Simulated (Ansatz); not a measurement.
# RhPb (P6/mmm): a soft mode frozen in, part 2 of 2

Which phase does RhPb (P6/mmm) fall into along its unstable mode, and how much energy does it gain?

Ansatz 0.2.0; DFT PBEsol, scalar-relativistic, plane waves, PAW.

So far, highest frequency on the path or at a solved wavevector (cm⁻¹): step 2 (the dispersion) 239. Also lowest frequency on the path (cm⁻¹): step 2 -87.7.

## (6) Relaxing from the distorted cell

Starting from the lowest point found, all atoms and the cell are let go, so that strain and other modes of the same symmetry can join in.

input.yaml reads:

```yaml
crystal:
  lattice:
    - [5.6625619152, 0.0, 0.0]
    - [-2.8312809576, 4.903922469, 0.0]
    - [0.0, 0.0, 4.4426373385]
  atoms:
    - { symbol: Rh, position: [0.5247237915, 0.0, 0.0] }
    - { symbol: Rh, position: [0.4752762085, 0.4752762085, 0.0] }
    - { symbol: Rh, position: [0.0, 0.5247237915, 0.0] }
    - { symbol: Pb, position: [0.3333333333, 0.6666666667, 0.5] }
    - { symbol: Pb, position: [0.6666666667, 0.3333333333, 0.5] }
    - { symbol: Pb, position: [0.0, 0.0, 0.0] }
kpoints:
  mp_grid: { grid: [6, 6, 8] }
hamiltonian:
  xc: pbesol
scf:
  occupations: { method: methfessel_paxton, width: 0.15 }
output:
  forces: true
  stress: true
  eigenvalues: true
relax:
  adjacent_minimum: "off"
  f_tol: 0.002
  max_steps: 120
  cell: { stress_tol: 0.03 }
```

Started as:

```sh
$ ansatz run input.yaml --threads 16 --pin off --max-ram 61440MiB --backend cuda --events-out ev --progress --plain --runs-dir out
```

Numbers of over 12 decimals in the logs are rounded to 6 here.

The program printed:

```text
[...]
GPU FFT provider: cuFFT
GPU libraries: cuBLAS 13.8.1, cuFFT 12.4.0, cuSOLVER 12.3.2
[...]
Crystal: 6 atoms, lattice volume = 123.367 Å³
Basis set: ecut = 420 eV, 2391 PW (Γ), exchange–correlation on 80×80×60 points (8 copies of the dense FFT grid, shifted against one another)
Bands: 56, of which v1, the nominal top of the filled ones, is band 47 counted from 1 (46 counted from 0)
Symmetry: 12 space group operations
[...]
k-points: 35 of 288 (time reversal used)
[...]
GPU buffer pool allocated for 48000 grid points (all kernels)
[...]
SCF iter   1: F=—  HF=-54281.575598 eV  |F-HF|=—  |Δ(HF+E_count)|=         —  Δρ=8.95e-3  dr2=1.23e-1  ethr=1.77e-3  ⟨swp⟩=8.4  Hψ=8461  notcnv=0  defer=4
[...]
SCF iter   7: F=-54281.554967 eV  HF=-54281.554967 eV  |F-HF|=1.04e-8  |Δ(HF+E_count)|=   5.13e-8  S|Δr|=    0.00e0  Δρ=3.93e-6  dr2=2.16e-8  ethr=1.08e-10  ⟨swp⟩=5.1  Hψ=6726  notcnv=0
SCF 1 converged in 7 iterations: F = -54281.554967 eV  dr2 = 2.16e-8
[...]
relax step   1: F+E_penalty+E_count = -54281.55496667 eV  Δ(F+E_penalty+E_count) = +0.000e0 eV  max|allowed force component| = 5.840e-2 eV/Å  Δτ_max = 0.0000 Å  P = +0.278 GPa  Ω = 123.367 Å³  (7 SCF iters, dr2 threshold 1.00e-7 eV, accepted)
[...]
GPU FFT provider: cuFFT
GPU libraries: cuBLAS 13.8.1, cuFFT 12.4.0, cuSOLVER 12.3.2
[...]
Crystal: 6 atoms, lattice volume = 124.413 Å³
Basis set: ecut = 420 eV, 2403 PW (Γ), exchange–correlation on 80×80×60 points (8 copies of the dense FFT grid, shifted against one another)
[...]
GPU buffer pool allocated for 48000 grid points (all kernels)
[...]
iter 1 solved again at ethr=7.10e-6 eV; its pass at ethr=3.10e-3 eV (dr2=6.60e-3 eV) is discarded
[...]
SCF iter   6: F=-54281.555991 eV  HF=-54281.555991 eV  |F-HF|=3.86e-9  |Δ(HF+E_count)|=   1.31e-8  S|Δr|=    0.00e0  Δρ=3.61e-6  dr2=1.40e-8  ethr=2.89e-10  ⟨swp⟩=2.1  Hψ=6888  notcnv=0
SCF 2 converged in 6 iterations: F = -54281.555991 eV  dr2 = 1.40e-8
[...]
relax step   2: F+E_penalty+E_count = -54281.55599071 eV  Δ(F+E_penalty+E_count) = -1.024e-3 eV  max|allowed force component| = 2.233e-2 eV/Å  Δτ_max = 0.0211 Å  P = -0.720 GPa  Ω = 124.413 Å³  energy of the carried Pulay correction = -2.648e-4 eV  (6 SCF iters, dr2 threshold 6.00e-7 eV, accepted)
[...]
GPU FFT provider: cuFFT
GPU libraries: cuBLAS 13.8.1, cuFFT 12.4.0, cuSOLVER 12.3.2
[...]
Crystal: 6 atoms, lattice volume = 123.593 Å³
Basis set: ecut = 420 eV, 2367 PW (Γ), exchange–correlation on 80×80×60 points (8 copies of the dense FFT grid, shifted against one another)
GPU buffer pool allocated for 48000 grid points (all kernels)
[...]
SCF iter   4: F=-54281.558821 eV  HF=-54281.558821 eV  |F-HF|=9.86e-8  |Δ(HF+E_count)|=   6.25e-7  S|Δr|=    0.00e0  Δρ=1.05e-5  dr2=1.89e-7  ethr=6.45e-10  ⟨swp⟩=8.1  Hψ=9283  notcnv=0
SCF 3 converged in 4 iterations: F = -54281.558821 eV  dr2 = 1.89e-7
relax step   3: F+E_penalty+E_count = -54281.55882098 eV  Δ(F+E_penalty+E_count) = -2.830e-3 eV  max|allowed force component| = 8.068e-4 eV/Å  Δτ_max = 0.0001 Å  P = +0.133 GPa  Ω = 123.593 Å³  energy of the carried Pulay correction = -5.757e-5 eV  (4 SCF iters, dr2 threshold 6.00e-7 eV, accepted)
[...]
relax step   4: F+E_penalty+E_count = -54281.55889677 eV  Δ(F+E_penalty+E_count) = -7.579e-5 eV  max|allowed force component| = 1.747e-3 eV/Å  Δτ_max = 0.0006 Å  P = +0.001 GPa  Ω = 123.718 Å³  energy of the carried Pulay correction = -8.927e-5 eV  (4 SCF iters, dr2 threshold 1.63e-7 eV, accepted)
[...]
GPU FFT provider: cuFFT
GPU libraries: cuBLAS 13.8.1, cuFFT 12.4.0, cuSOLVER 12.3.2
[...]
GPU buffer pool allocated for 48000 grid points (all kernels)
[...]
SCF iter   6: F=-54281.558983 eV  HF=-54281.558983 eV  |F-HF|=0.00e0  |Δ(HF+E_count)|=  2.91e-11  S|Δr|=    0.00e0  Δρ=8.03e-8  dr2=8.98e-12  ethr=1.00e-12  ⟨swp⟩=8.3  Hψ=11608  notcnv=0
SCF 5 converged in 6 iterations: F = -54281.558983 eV  dr2 = 8.98e-12
relax step   5: F+E_penalty+E_count = -54281.55898333 eV  Δ(F+E_penalty+E_count) = -8.657e-5 eV  max|allowed force component| = 1.818e-3 eV/Å  Δτ_max = 0.0000 Å  P = +0.001 GPa  Ω = 123.718 Å³  stress off target by 2.32e-3 GPa  SCF on the basis re-selected at this cell (its energy is not comparable with the rows above)  (6 SCF iters)
basis re-selected at this cell: Δ(F+E_penalty+E_count) = -8.657e-5 eV, ΔP = +0.000 GPa vs the last step (what re-selecting the basis moved, of the pressure what is left beyond the Pulay correction that the steps carried, after the strain that the cell walked since its last selection, with what the two solves' SCF thresholds leave and, on support functions, any second-order correction that the steps lacked; it is no m [...]
SCF converged after 6 iterations
[...]
Free energy (F): -54281.558983 eV
[...]
Internal energy: -54281.560588 eV  (E = F + TS)
E sigma→0 (E₀):  -54281.559385 eV
Entropy (-TS):   0.001605 eV (0.267 meV/atom)
Fermi energy:    15.288558 eV
[...]
--- Forces (eV/Å), atoms counted from 1 ---
  atom   1  Rh     0.00181799     0.00000000     0.00000000
  atom   2  Rh    -0.00090899    -0.00157442     0.00000000
  atom   3  Rh    -0.00090899     0.00157442    -0.00000000
  atom   4  Pb     0.00000000     0.00000000     0.00000000
  atom   5  Pb     0.00000000    -0.00000000     0.00000000
  atom   6  Pb     0.00000000     0.00000000     0.00000000
  max |Σ_I F_I| component: 1.65e-16 eV/Å
--- Stress (GPa, compression-positive) ---
        0.002319      -0.000000      -0.000000
       -0.000000       0.002319       0.000000
       -0.000000       0.000000      -0.001774
  P = ⅓ Tr σ = 0.0010 GPa (0.010 kbar)
--- Band table (eV; the first three rows and the last of 35) ---
  k-point 0: bands = [... 43 lower, 14.1814, 14.3699, 14.3699, 15.2934, 15.6139, 17.2108, 17.2108, 18.5717, ... 5 higher]
  k-point 1: bands = [... 43 lower, 14.1828, 14.3558, 14.3558, 15.3967, 15.6134, 16.9531, 16.9531, 17.8728, ... 5 higher]
  k-point 2: bands = [... 43 lower, 14.1829, 14.3442, 14.3442, 15.4240, 15.6124, 16.1850, 16.1850, 16.8738, ... 5 higher]
  k-point 34: bands = [... 43 lower, 14.1009, 14.1197, 14.1197, 14.5298, 14.5669, 16.7066, 18.2926, 18.2926, ... 5 higher]
--- Relaxed structure (4 steps of the walk, 4 accepted, 1 SCFs on fresh bases) ---
  F+E_penalty+E_count = -54281.55898333 eV   max|allowed force component| = 1.818e-3 eV/Å   (the final SCF, on the basis selected at the relaxed cell)
  cell:  # Å, volume = 123.7183 Å³
    - [5.682094, -7.228480349566857e-19, 0]
    - [-2.841047, 4.920838, 0]
    - [0, 0, 4.424727]
  atoms:
    - { symbol: Rh, position: [0.528354, -1.9639796994891282e-19, 0] }
    - { symbol: Rh, position: [0.471646, 0.471646, 0.0] }
    - { symbol: Rh, position: [5.551115123125783e-17, 0.528354, 0] }
    - { symbol: Pb, position: [0.333333, 0.666667, 0.5] }
    - { symbol: Pb, position: [0.666667, 0.333333, 0.5] }
    - { symbol: Pb, position: [0, -1.188352123001461e-19, 0] }
```

Wall time 3.9 s (1 × NVIDIA GB200 with 16 threads of Arm Neoverse V2, shared host); peak memory 1.1 GiB.

Step by step:

```
step  energy less that of the first step (eV)  largest force component (eV/Å)  pressure (GPa)  volume (Å³)
   1                                   0.0000                          0.0584            0.28       123.37
   2                                  -0.0010                          0.0223           -0.72       124.41
   3                                  -0.0039                          0.0008            0.13       123.59
   4                                  -0.0039                          0.0017            0.00       123.72
  5*                                  -0.0040                          0.0018            0.00       123.72
```

Relaxation steps marked * repeat the geometry before them on a plane-wave basis chosen anew for their cell, so energy and pressure can jump there.

The run keeps the 12 symmetry operations that it works with, so distortions that break them were not tested.

| conventional cell, symmetrised | before | after | change |
| --- | --- | --- | --- |
| a (Å) | 5.663 | 5.682 | +0.3 % |
| b (Å) | 5.663 | 5.682 | +0.3 % |
| c (Å) | 4.443 | 4.425 | -0.4 % |
| volume (Å³/atom) | 20.56 | 20.62 | +0.3 % |

The atoms that moved most (Å, as changes of fractional coordinates times the final cell):

```csv
atom,dx,dy,dz,length
Rh3,-0.010,0.018,0.000,0.021
Rh1,0.021,0.000,0.000,0.021
Rh2,-0.010,-0.018,0.000,0.021
```

Final coordinates:

```cif
data_structure
_symmetry_space_group_name_H-M 'P 1'
_symmetry_Int_Tables_number 1
_cell_length_a 5.6821
_cell_length_b 5.6821
_cell_length_c 4.4247
_cell_angle_alpha 90.000
_cell_angle_beta 90.000
_cell_angle_gamma 120.000
_cell_volume 123.72
loop_
_atom_site_label
_atom_site_type_symbol
_atom_site_fract_x
_atom_site_fract_y
_atom_site_fract_z
_atom_site_occupancy
Rh1 Rh 0.52835 0.00000 0.00000 1
Rh2 Rh 0.47165 0.47165 0.00000 1
Rh3 Rh 0.00000 0.52835 0.00000 1
Pb4 Pb 0.33333 0.66667 0.50000 1
Pb5 Pb 0.66667 0.33333 0.50000 1
Pb6 Pb 0.00000 0.00000 0.00000 1
```

Numbers from this step:

| Item | Value |
| --- | --- |
| pressure | 9.54e-4 GPa |
| volume per atom | 20.62 Å³ |

The distorted start has space group P-62m; the relaxation ends in P-62m.

## (7) The new phase in its own primitive cell

The relaxed structure is symmetrised, reduced to its primitive cell and relaxed tightly, as its phonons need.

input.yaml, the sections that differ from step 6:

```yaml
crystal:
  lattice:
    - [5.682094424, 0.0, 0.0]
    - [-2.841047212, 4.9208381179, 0.0]
    - [0.0, 0.0, 4.4247270659]
  atoms:
    - { symbol: Rh, position: [0.5283539442, 0.0, 0.0] }
    - { symbol: Rh, position: [0.4716460558, 0.4716460558, 0.0] }
    - { symbol: Rh, position: [0.0, 0.5283539442, 0.0] }
    - { symbol: Pb, position: [0.3333333333, 0.6666666667, 0.5] }
    - { symbol: Pb, position: [0.6666666667, 0.3333333333, 0.5] }
    - { symbol: Pb, position: [0.0, 0.0, 0.0] }
relax:
  adjacent_minimum: "off"
  f_tol: 0.001
  max_steps: 60
  cell: { stress_tol: 0.01 }
# kpoints, hamiltonian, scf, output: as in step 6
```

The program printed:

```text
[...]
GPU FFT provider: cuFFT
GPU libraries: cuBLAS 13.8.1, cuFFT 12.4.0, cuSOLVER 12.3.2
[...]
Crystal: 6 atoms, lattice volume = 123.718 Å³
Basis set: ecut = 420 eV, 2391 PW (Γ), exchange–correlation on 80×80×60 points (8 copies of the dense FFT grid, shifted against one another)
[...]
cell:  # Å, volume = 123.7271 Å³
    - [5.682346, 0.0, 0.0]
    - [-2.841173, 4.921056, 0.0]
    - [0.0, 0.0, 4.424651]
  atoms:
    - { symbol: Rh, position: [0.528438, 0, 0.0] }
    - { symbol: Rh, position: [0.471562, 0.471562, 0.0] }
    - { symbol: Rh, position: [0.0, 0.528438, 0.0] }
    - { symbol: Pb, position: [0.333333, 0.666667, 0.5] }
    - { symbol: Pb, position: [0.666667, 0.333333, 0.5] }
    - { symbol: Pb, position: [0, 0, 0.0] }
[key lines of the parts left out:]
SCF converged after 6 iterations
Free energy (F): -54281.558983 eV
Fermi energy:    15.287199 eV
P = ⅓ Tr σ = -0.0055 GPa (-0.055 kbar)
```

Wall time 4 s (1 × NVIDIA GB200 with 16 threads); peak memory 1.1 GiB.

Little changed from the start: no atom moved by 0.005 Å and no cell edge by 0.1 %.

Numbers from this step:

| Quantity | Value |
| --- | --- |
| pressure | -0.005459 GPa |

The largest force component left is 0.049 meV/Å and the pressure is -0.005 GPa, within the tolerances set. The cell now holds 20.62 Å³/atom.

## (8) Modes of the new phase

A relaxed structure may still be a saddle point, so its zone-centre modes are computed. No field response is asked, since the mesh shows no gap.

input.yaml reads:

```yaml
crystal:
  lattice:
    - [5.6823458266, 0.0, 0.0]
    - [-2.8411729133, 4.921055839, 0.0]
    - [0.0, 0.0, 4.4246509002]
  atoms:
    - { symbol: Rh, position: [0.5284381321, 0.0, 0.0] }
    - { symbol: Rh, position: [0.4715618679, 0.4715618679, 0.0] }
    - { symbol: Rh, position: [0.0, 0.5284381321, 0.0] }
    - { symbol: Pb, position: [0.3333333333, 0.6666666667, 0.5] }
    - { symbol: Pb, position: [0.6666666667, 0.3333333333, 0.5] }
    - { symbol: Pb, position: [0.0, 0.0, 0.0] }
kpoints:
  mp_grid: { grid: [6, 6, 8] }
hamiltonian:
  xc: pbesol
scf:
  occupations: { method: methfessel_paxton, width: 0.15 }
output:
  eigenvalues: true
phonons:
  method: dfpt
```

The program printed:

```text
zone centre: on kpoints.mp_grid the ground state, and the responses unless they are solved on pairs of k-points, stand on 100 of the mesh's 288 k-points, reduced under 2 symmetry operations, with k and −k counted as one. Each operation leaves every solved displacement unchanged or reverses it
[...]
GPU FFT provider: cuFFT
GPU libraries: cuBLAS 13.8.1, cuFFT 12.4.0, cuSOLVER 12.3.2
[...]
Crystal: 6 atoms, lattice volume = 123.727 Å³
Basis set: ecut = 420 eV, 2391 PW (Γ), exchange–correlation on 80×80×60 points (8 copies of the dense FFT grid, shifted against one another)
Bands: 56, of which v1, the nominal top of the filled ones, is band 47 counted from 1 (46 counted from 0)
Symmetry: 12 space group operations
k-points: 100 of 288 (irreducible under 2 space group operations, time reversal used)
[...]
GPU buffer pool allocated for 48000 grid points (all kernels)
[...]
SCF iter   1: F=—  HF=-54281.581287 eV  |F-HF|=—  |Δ(HF+E_count)|=         —  Δρ=9.35e-3  dr2=1.40e-1  ethr=1.77e-3  ⟨swp⟩=8.9  Hψ=24795  notcnv=0
[...]
SCF iter  10: F=-54281.558983 eV  HF=-54281.558983 eV  |F-HF|=2.18e-11  |Δ(HF+E_count)|=    0.00e0  S|Δr|=    0.00e0  Δρ=3.55e-8  dr2=8.92e-13  ethr=1.00e-12  ⟨swp⟩=14.5  Hψ=42832  notcnv=0
SCF 1 converged in 10 iterations: F = -54281.558983 eV  dr2 = 8.92e-13
[...]
NSCF: frozen V_eff on 35 k-points
WARN: eigensolver did not converge (k=33): 1 band(s) unlocked after 20 sweeps at ethr=3.12e-12 eV (storage-precision floor; scheduled 1.00e-12 eV) (lowest unlocked band 55, counted from 0; max residual 9.68e-4 eV among the unlocked bands, 9.68e-4 eV over every band; other slots of this pass that fall short are told together in one closing line; warning suppressed until the next SCF loop or pass starts)
[...]
SCF converged after 10 iterations
[...]
Free energy (F): -54281.558983 eV
[...]
Internal energy: -54281.560612 eV  (E = F + TS)
E sigma→0 (E₀):  -54281.559390 eV
Entropy (-TS):   0.001628 eV (0.271 meV/atom)
Fermi energy:    15.287199 eV
[...]
--- Band table (eV; the first three rows and the last of 100) ---
  k-point 0: bands = [... 43 lower, 14.1788, 14.3680, 14.3680, 15.2919, 15.6104, 17.2083, 17.2083, 18.5714, ... 5 higher]
  k-point 1: bands = [... 43 lower, 14.1801, 14.3539, 14.3539, 15.3953, 15.6100, 16.9509, 16.9509, 17.8722, ... 5 higher]
  k-point 2: bands = [... 43 lower, 14.1803, 14.3424, 14.3424, 15.4230, 15.6089, 16.1834, 16.1834, 16.8729, ... 5 higher]
  k-point 99: bands = [... 43 lower, 14.0703, 14.1146, 14.1680, 14.5715, 15.0282, 15.7116, 17.0516, 18.6269, ... 5 higher]
[...]
ASR residual: 2.162e-5 → 0.000e0 eV/Å²; symmetrization residual: 4.111e-10 eV/Å²
  ASR residual per site (eV/Å²): 2.16e-5 1.54e-5 1.54e-5 6.11e-6 6.11e-6 6.58e-7
[...]
non-analytic LO–TO correction: not included (Born effective charges unavailable; polar crystals: no LO–TO splitting at Γ)
```

Wall time 4.8 s (1 × NVIDIA GB200 with 16 threads); peak memory 2.4 GiB; 14 s of CPU time.

Numbers from this step:

| Property | Result |
| --- | --- |
| sum-rule residual before enforcement | 2.16e-5 eV/Å² |
| point group | -6m2 |
| highest optical mode at the zone centre (no LO-TO term) | 217.1 cm⁻¹ |
| lowest optical zone-centre mode | 60.29 cm⁻¹ |

Patterns of degenerate modes are one choice out of their space. The modes at Γ (shares of kinetic energy by element, %):

```csv
mode,frequency (cm⁻¹),symmetry,Rh %,Pb %
1,0.0,acoustic,33,67
2,0.0,acoustic,33,67
3,0.0,acoustic,33,67
4,60.3,A2'',10,90
5,76.3,E',15,85
6,76.3,E',15,85
7,109.2,not assigned,100,0
8,109.2,not assigned,100,0
9,109.2,not assigned,100,0
10,115.1,E',1,99
11,115.1,E',1,99
12,134.9,E',62,38
13,134.9,E',62,38
14,135.1,A1'',0,100
15,193.5,A2'',57,43
16,199.6,E',89,11
17,199.6,E',89,11
18,217.1,A2',100,0
```

Displacements in mode 4 (60.3 cm⁻¹), the largest set to 1:
```
Rh1  0.00  0.00 -0.30
Rh2  0.00  0.00 -0.30
Rh3  0.00  0.00 -0.30
Pb4  0.00  0.00 -0.28
Pb5  0.00  0.00 -0.28
Pb6  0.00  0.00  1.00
```

Displacements in mode 18 (217.1 cm⁻¹), the largest set to 1:
```
Rh1  0.00  1.00  0.00
Rh2  0.87 -0.50  0.00
Rh3 -0.87 -0.50  0.00
Pb4  0.00  0.00  0.00
Pb5  0.00  0.00  0.00
Pb6  0.00  0.00  0.00
```

Before it was imposed, the acoustic sum rule was missed by 2.2e-5 eV/Å². Small misses are needed for a sound result but don't prove that mesh and cutoff are converged. The lowest optical mode is real, 60.3 cm⁻¹.

## (9) The phases reached

The phases reached along the modes that were followed are set side by side.

Energies are those of the first relaxation, on the mesh of the frozen mode; space group, volume and gap are those of the last relaxation. Phases, by row:

| mode frozen in | space group | energy from parent (meV/atom) | volume (Å³/atom) | gap on mesh (eV) | lowest zone-centre optical mode (cm⁻¹) | largest shift (Å) |
| --- | --- | --- | --- | --- | --- | --- |
| parent | P6/mmm | 0 | 20.56 | 0 | – | – |
| q = (0, 0, 0), 88i cm⁻¹ | P-62m | -8.14 | 20.62 | 0 | 60.3 | 0.161 |

## (10) What came out

| Property | Result |
| --- | --- |
| unstable mode of the parent | q = (0, 0, 0), 88i cm⁻¹ |
| depth at the lowest point sampled | 7.45 meV/atom |
| largest atomic shift at that point | 0.14 Å |
| space group reached (within 0.01 Å) | P-62m |
| energy gained over the parent (first relaxation, on the mesh of the frozen mode) | 8.14 meV/atom |
| volume per atom, phase reached | 20.6 Å³ |
| lowest optical zone-centre mode, phase reached | 60.3 cm⁻¹ |
| highest optical mode at the zone centre (no LO-TO term), phase reached | 217 cm⁻¹ |

**Reading.** Along this mode the structure falls into P-62m, 8.14 meV/atom below the parent. At the parent's cell the well is 7.447 meV/atom deep on the steps tried, with its lowest point at a shift of 0.14 Å. Relaxing atoms and cell changes the gain by +0.69 meV/atom against the lowest step (energies at zero smearing). The new phase has no imaginary mode at the zone centre of its cell; other wavevectors were not checked. Each path keeps the symmetry of its pattern, so a lower phase may lie along a pattern not tried. The q mesh stands for a supercell only 8.9 Å across, so branches between the solved wavevectors are rough. With no gap, or one that is small against the smearing, the frequencies hang on the k mesh and the smearing, most of all near Kohn anomalies. The phonon runs are without spin polarisation, although the cell has an odd electron count. Spin-orbit coupling is left out, which can matter for the heavy elements here. A phonon run warned that its eigensolver left some bands unconverged in a pass.

[Logs are printed without paths, hosts, clocks, repeated set-up lines and the standing remarks that a program may print on its own settings, such as how far it seeks lower states.]

[Hosts, paths, dates, database ids (printed as entryN), source tags and the programs' standing remarks are cut or masked in the printed files.]
